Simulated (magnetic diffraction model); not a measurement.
**FeBi₃S₉: what an assumed order does to the neutron pattern**

Space group Cc (no. 9), a = 12.4500 Å, b = 6.3420 Å, c = 16.1110 Å, β = 94.65°.

```
site  atom       x       y       z
  4a    Bi  0.1262  0.4868  0.8346
  4a    Bi  0.4757  0.5110  0.5080
  4a    Bi  0.3076  0.9922  0.1833
  4a    Fe  0.2132  0.4941  0.0703
  4a     S  0.3277  0.2091  0.0519
  4a     S  0.1763  0.6663  0.6942
  4a     S  0.0201  0.1944  0.3690
  4a     S  0.0794  0.3482  0.9878
  4a     S  0.3775  0.3569  0.6305
  4a     S  0.2316  0.8487  0.3158
  4a     S  0.4615  0.8354  0.7682
  4a     S  0.2825  0.3767  0.4418
  4a     S  0.1334  0.7995  0.0953
```

The compound is invented for this exercise: a known structure type with other elements, its cell scaled to their sizes and not relaxed.

Only Fe is taken to order (form factors of Fe3+); orders and moment sizes are assumed, and not adapted to the symmetry. Radiation: neutrons of λ = 2.0775 Å, 3° to 30°; isotropic B of 0.21 Å² (Bi), 0.34 Å² (Fe) and 0.28 Å² (S). The intensities are simulated: I ∝ L Σ (|F_N|² + |F_M⊥|²) for unpolarised neutrons, with F_M = 2.695 fm/μB × Σ f(s) S exp(2πi Q·r) exp(−B s²) at Q = H ± k (one set where k and −k are equivalent), only the part normal to Q counting and L = 1/(sin²θ cos θ). For collinear order S is the moment m, which repeats by lattice and centring translations R with the sign exp(−2πi k·R). Form factors are spin-only for 3d ions and dipole or tabulated for f ions, scattering lengths are Sears's of 1992, and absorption is left out. A label names one of the reflections at its angle. The strongest nuclear line in the range is 100, and lines under 0.2 are left out.

Assume the order k = (0 0 1/2), collinear moments along [001], 2.08 μB on Fe; signs + at (0.2132, 0.4941, 0.0703), − at (0.2132, 0.5059, 0.5703).

Q: Where does magnetic intensity appear, and how strong is it?

```tsv
2θ (°)	index	nuclear	magnetic
3.71	(0 0 1/2)	0.0	0.6
14.87	(0 0 2)	33.0	0.0
19.28	(2 0 0)	22.7	0.0
19.33	(2 0 -1/2)	0.0	2.7
19.93	(2 0 1/2)	0.0	2.5
21.20	(1 1 0)	40.0	0.0
21.39	(1 1 -1/2)	0.0	4.4
21.51	(2 0 -3/2)	0.0	1.6
21.66	(1 1 1/2)	0.0	4.3
22.22	(1 1 -1)	0.9	0.0
23.10	(2 0 3/2)	0.0	1.5
23.44	(2 0 -2)	21.8	0.0
23.63	(1 1 -3/2)	0.0	2.8
24.37	(1 1 3/2)	0.0	2.7
25.39	(2 0 2)	46.1	0.0
25.53	(1 1 -2)	100.0	0.0
25.79	(2 0 -5/2)	0.0	0.7
26.45	(1 1 2)	36.5	0.0
27.82	(1 1 -5/2)	0.0	1.4
28.01	(2 0 5/2)	0.0	0.7
28.88	(1 1 5/2)	0.0	1.3
29.99	(0 0 4)	12.4	0.0
```

The strongest magnetic line in the range is (1 1 -1/2) at 21.39° (4.4). On top of the Lorentz factor, which all lines share, magnetic lines fade with angle because f falls: for Fe3+ it is 0.92, 0.72, 0.50 and 0.17 at sin θ/λ = 0.1, 0.2, 0.3 and 0.5 Å⁻¹, while nuclear lengths stay constant. The order has no net moment.

[Logs are printed without paths, hosts, clocks, repeated set-up lines and the standing remarks that a program may print on its own settings, such as how far it seeks lower states.]
